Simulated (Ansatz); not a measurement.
# Mg2C (model cell, started as antifluorite): from the cell to its phonons

The cell of Mg2C (model cell, started as antifluorite) is at rest. What are its phonons?

Method: DFT LDA, scalar-relativistic, plane waves, PAW, in Ansatz 0.2.0.

The structure was built from a prototype and need not be the compound's stable phase.

### Step 1. The starting structure

It takes space group Fm-3m (No. 225, cubic). Conventional cell: a = 5.357 Å, b = 5.357 Å, c = 5.357 Å, α = 90.00°, β = 90.00°, γ = 90.00°. Nearest to C lie 8 Mg at 2.32 Å. Nearest to Mg lie 4 C at 2.32 Å. Farther neighbours are not listed.

### Step 2. The dispersion

The cell comes from relaxations at this level that are not shown. Stability and thermal properties need the whole zone. Linear response on a 4×4×4 q mesh gives force constants as far as a supercell of that size would.

Input file input.yaml:

```yaml
crystal:
  lattice:
    - [0.0, 2.6786068219, 2.6786068219]
    - [2.6786068219, 0.0, 2.6786068219]
    - [2.6786068219, 2.6786068219, 0.0]
  atoms:
    - { symbol: C, position: [0.0, 0.0, 0.0] }
    - { symbol: Mg, position: [0.25, 0.25, 0.25] }
    - { symbol: Mg, position: [0.75, 0.75, 0.75] }
kpoints:
  mp_grid: { grid: [8, 8, 8] }
hamiltonian:
  xc: lda
scf:
  occupations: { method: fixed }
output:
  eigenvalues: true
phonons:
  method: dfpt
  dielectric: true
  rigid_motions: translations
  raman: true
  qmesh: [4, 4, 4]
  temperatures: { t_max: 1000, t_step: 50 }
  qpath:
    path:
      - [[0.0, 0.0, 0.0], [0.5, 0.0, 0.5], [0.625, 0.25, 0.625]]
      - [[0.375, 0.375, 0.75], [0.0, 0.0, 0.0], [0.5, 0.5, 0.5], [0.5, 0.25, 0.75], [0.5, 0.0, 0.5]]
    npoints: 10
```

Started as:

```console
> ansatz run input.yaml --threads 4 --pin off --max-ram 7168MiB --backend cpu --events-out ev --progress --plain --runs-dir out
```

The runs that follow: another isotope, element C, natural mass 12.011 amu; isotope substitution, element Mg, natural mass 24.305 amu. Settings of the main run: cutoff 420 eV, 8×8×8 k-mesh, 4×4×4 q-mesh, fixed occupations.

Q: Predict the highest optical mode at the zone centre, top of the zone-centre spectrum with the field and lowest optical zone-centre mode.

The structure is a minimum as far as tested: no mode is imaginary at the 8 irreducible wavevectors of the 4×4×4 mesh, and the softest away from the acoustic zeros lies at 85 cm⁻¹. Without the field, the optical modes at Γ span 383 to 421 cm⁻¹. With the macroscopic field of the longitudinal modes the top of the zone-centre spectrum lies at 582 cm⁻¹, against 421 cm⁻¹ without it.

```
volume per atom                                         : 12.8 Å³
gap on the k-mesh                                       : 0.766 eV
highest optical mode at the zone centre (no LO-TO term) : 421 cm⁻¹
top of the zone-centre spectrum with the field          : 582 cm⁻¹
lowest optical zone-centre mode                         : 383 cm⁻¹
mean high-frequency dielectric constant                 : 8.40
mean static dielectric constant                         : 16.1
largest Born charge (third of the trace)                : -3.20 e
lowest mode on the q mesh (acoustic modes at Γ apart)   : 84.8 cm⁻¹
highest frequency on the path or at a solved wavevector : 582 cm⁻¹
heat capacity at 300 K                                  : 19.6 J/(mol atoms K)
Debye temperature (second moment)                       : 684 K
imaginary modes on the 4×4×4 q mesh                     : none
```

Lattice motion raises the mean dielectric constant from 8.402 to 16.05. The strongest infrared line is at 421 cm⁻¹. Averaged over orientations, the strongest Raman line at 532 nm and 300 K is at 383 cm⁻¹. The tensors are the static, non-resonant ones, while 532 nm light (2.33 eV) lies above the computed gap. With the field response the log warns that the k mesh is coarse for the force constants too, so the frequencies may not be converged. The program warns that the interpolation holds no quadrupole term, so branches close to Γ can be off in this crystal. The starting cell was built on a prototype and not taken from a measurement, so the phase need not exist. These are harmonic frequencies at zero temperature: anharmonic shifts, linewidths and thermal expansion are left out.

[Logs are printed without paths, hosts, clocks, repeated set-up lines and the standing remarks that a program may print on its own settings, such as how far it seeks lower states.]

[Hosts, paths, dates, database ids (printed as entryN), source tags and the programs' standing remarks are cut or masked in the printed files.]
